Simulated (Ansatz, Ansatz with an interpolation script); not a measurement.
# Settings in Wannier-interpolated G0W0: VCu3S4 (Sulvanite), part 2 of 2

Wanted: errors and cost of interpolated bands of VCu3S4 (Sulvanite) under coarser or faulty settings.

Ansatz 0.2.0; maximally localised Wannier functions, LDA, plane waves, PAW; PAW set soft_1. Known limits of the many-body steps: not at the basis limit; no spin polarisation; d shell near the gap, gap tends to lie low; coarse k mesh.

So far. Step 6 (G0W0: 2×2×2 mesh, 653 empty bands, screening to 150 eV …): The G0W0 gap on the mesh is 2.079 eV.

In doubt: one-shot GW on d or f shells is unsure (steps 7, 8), so the values of those runs are not to be relied on.

### 7. G0W0: 4×4×4 mesh, 303 empty bands, screening to 90 eV, PAW set soft_1 files

Level of this step: G0W0 on LDA, plane waves, PAW; PAW set soft_1 (Ansatz).

Input file input.yaml:

```yaml
crystal:
  lattice:
    - [5.3912, 0.0, 0.0]
    - [0.0, 5.3912, 0.0]
    - [0.0, 0.0, 5.3912]
  atoms:
    - { symbol: V, position: [0.0, 0.0, 0.0] }
    - { symbol: Cu, position: [0.5, 0.0, 0.0] }
    - { symbol: Cu, position: [0.0, 0.5, 0.0] }
    - { symbol: Cu, position: [0.0, 0.0, 0.5] }
    - { symbol: S, position: [0.2372, 0.2372, 0.2372] }
    - { symbol: S, position: [0.2372, 0.7628, 0.7628] }
    - { symbol: S, position: [0.7628, 0.7628, 0.2372] }
    - { symbol: S, position: [0.7628, 0.2372, 0.7628] }
kpoints:
  mp_grid: { grid: [4, 4, 4] }
hamiltonian:
  xc: lda
  pseudopotentials: { kind: paw, azcp: { folder: soft_1 }, xc_functional: pbe }
scf:
  occupations: { method: fixed }
gw:
  n_empty_bands: 303
  ecut_chi: 90
  qp_bands: [v27, c5]
  screening: { model: contour_deformation }
```

Started as:

```sh
> ansatz run input.yaml --threads 2 --pin off --max-ram 92160MiB --backend cuda --events-out ev --progress --plain --runs-dir out --devices 1 --max-vram 13GiB
```

Numbers of over 12 decimals in the logs are rounded to 6 here.

The log of the run:

```text
GPUs: using 1 of 1 available (devices: 1).
[...]
GPU FFT provider: cuFFT
GPU libraries: cuBLAS 13.8.2, cuFFT 12.4.0, cuSOLVER 12.3.4
Crystal: 8 atoms, lattice volume = 156.695 Å³
Basis set: ecut = 420 eV, 3071 PW (Γ)
Bands: 57, of which v1, the nominal top of the filled ones, is band 47 counted from 1 (46 counted from 0)
Symmetry: 24 space group operations
[...]
k-points: 10 of 64 (time reversal used)
[...]
9    38      4.4266   -45.8556     9.4706   -36.3451  0.5782     4.3867     4.3868  root ?
[...]
9    49      8.3890   -17.7079    -4.7729   -23.4263  0.6706     9.3834     9.3344  root
     9    50      8.9929   -16.1324    -4.6394   -21.6934  0.6793     9.9657     9.9145  root
     9    51      8.9929   -16.1324    -4.6394   -21.6934  0.6793     9.9657     9.9145  root
     9    52      8.9929   -16.1324    -4.6394   -21.6934  0.6793     9.9657     9.9145  root
[key lines of the parts left out:]
SCF converged after 14 iterations
Free energy (F): -26010.546592 eV
Fermi energy:    6.854053 eV
```

Run time: 59 s. Hardware: 1 × NVIDIA H100 80GB HBM3 (shared by 6 runs) with 2 threads of AMD EPYC 7R13 (Zen 3), shared host; peak memory 1.5 GiB; 79 s of CPU time.

The G0W0 gap on the mesh is 2.182 eV.

### 8. G0W0: 4×4×4 mesh, 653 empty bands, screening to 150 eV, plasmon pole, PAW set soft_1 files

Changes to input.yaml since step 7:

```diff
@@ -22,5 +22,5 @@
 gw:
-  n_empty_bands: 303
-  ecut_chi: 90
+  n_empty_bands: 653
+  ecut_chi: 150.0
   qp_bands: [v27, c5]
-  screening: { model: contour_deformation }
+  screening: { model: godby_needs }
```

The log of the run:

```text
GPUs: using 1 of 1 available (devices: 1).
[...]
GPU FFT provider: cuFFT
GPU libraries: cuBLAS 13.8.2, cuFFT 12.4.0, cuSOLVER 12.3.4
Crystal: 8 atoms, lattice volume = 156.695 Å³
Basis set: ecut = 420 eV, 3071 PW (Γ)
Bands: 57, of which v1, the nominal top of the filled ones, is band 47 counted from 1 (46 counted from 0)
Symmetry: 24 space group operations
[...]
k-points: 10 of 64 (time reversal used)
[...]
0    28      3.1053   -30.0080     5.8916   -23.8786  0.7353     2.8674     2.8675  root
[...]
9    49      8.3890   -17.7079    -4.7602   -23.4263  0.7365     9.3533     9.3472  root
     9    50      8.9929   -16.1324    -4.6368   -21.6934  0.7454     9.9227     9.9171  root
     9    51      8.9929   -16.1324    -4.6368   -21.6934  0.7454     9.9227     9.9171  root
     9    52      8.9929   -16.1324    -4.6368   -21.6934  0.7454     9.9227     9.9171  root
[key lines of the parts left out:]
SCF converged after 14 iterations
Free energy (F): -26010.546592 eV
Fermi energy:    6.854053 eV
```

Elapsed: 4.7 min, on 1 × NVIDIA H100 80GB HBM3 (shared by 6 runs) with 2 threads; peak memory 4.7 GiB.

The G0W0 gap on the mesh is 2.161 eV.

### 9. Interpolated results

Times are wall times on 1 × NVIDIA H100 80GB HBM3 (shared by 6 runs) with 2 threads of AMD EPYC 7R13 (Zen 3), shared host, good to a factor of about two.

```
GW mesh  empty bands  cutoff (eV)            frequency  gap on mesh (eV)  gap over zone (eV)  direct gap (eV)  valence width (eV)  GW time
  4×4×4          653          150  contour deformation             2.083               2.083            2.421               5.906     89 s
  2×2×2          653          150  contour deformation             2.079               2.102            2.424               5.930     17 s
  4×4×4          303           90  contour deformation             2.182               2.182            2.542               5.821     59 s
  4×4×4          653          150         plasmon pole             2.161               2.161            2.522               6.220  4.7 min
```

### 10. What came out

```yaml
4x4x4_mesh_653_empty_bands_screening_to_150_ev_paw_set_soft_1_files: 2.08 eV
2x2x2_mesh_653_empty_bands_screening_to_150_ev_paw_set_soft_1_files: 2.10 eV
4x4x4_mesh_303_empty_bands_screening_to_90_ev_paw_set_soft_1_files: 2.18 eV
4x4x4_mesh_653_empty_bands_screening_to_150_ev_plasmon_pole_paw_set_soft_1_files: 2.16 eV
```

The largest change, +0.10 eV in the gap over the zone, comes with 4×4×4 mesh, 303 empty bands, screening to 90 eV, PAW set soft_1 files. The first run is a reference, not a converged one, and where a row moves several settings no single cause can be named. Rows on another GW mesh add that mesh's corrections to the bands of the one model. Coarser Wannier mesh (4×4×4): the miss near the gap goes from under 1 (the model on 8×8×8) to 3 meV and the total spread from 37.8 to 36.5 Å². With 2×2×2 mesh, 653 empty bands, screening to 150 eV, PAW set soft_1 files the gap over the zone moves by +0.02 eV and that on the mesh by −0.003 eV. With 4×4×4 mesh, 303 empty bands, screening to 90 eV, PAW set soft_1 files the gap over the zone moves by +0.10 eV and that on the mesh by +0.10 eV. With 4×4×4 mesh, 653 empty bands, screening to 150 eV, plasmon pole, PAW set soft_1 files the gap over the zone moves by +0.08 eV and that on the mesh by +0.08 eV. Gaps over the zone and on the mesh differ where an edge lies off the mesh, or where a GW run starts from another density: the starting gap over the zone is 0.986 eV, on the GW meshes it is 0.986 eV and 0.963 eV. The 4×4×4 mesh is coarse for this cell (its supercell is 22 Å along the shortest edge). The RPA ε∞ on it, from the LDA start, is 7.30; such meshes misread the long-range screening, most where the gap is narrow. The runs have no spin polarisation. For a closed low-spin shell that is the natural state; where a d or f shell is open it is a constraint, and the gap is then not the crystal's own. A d shell, filled or nearly so, lies near the gap. One-shot GW converges very slowly in bands there, not always from below, and on a semilocal start the gap tends to come out low; starts rich in exact exchange can overshoot instead.

[Paths, hosts, dates, memory and timing lines, banners, echoed tables and standing remarks are left out of the program output.]

[Logs are printed without paths, hosts, clocks, repeated set-up lines and the standing remarks that a program may print on its own settings, such as how far it seeks lower states.]

[Runs of the session that timed out or met a known fault of the program may be left out.]

[Hosts, paths, dates, database ids (printed as entryN), source tags and the programs' standing remarks are cut or masked in the printed files.]
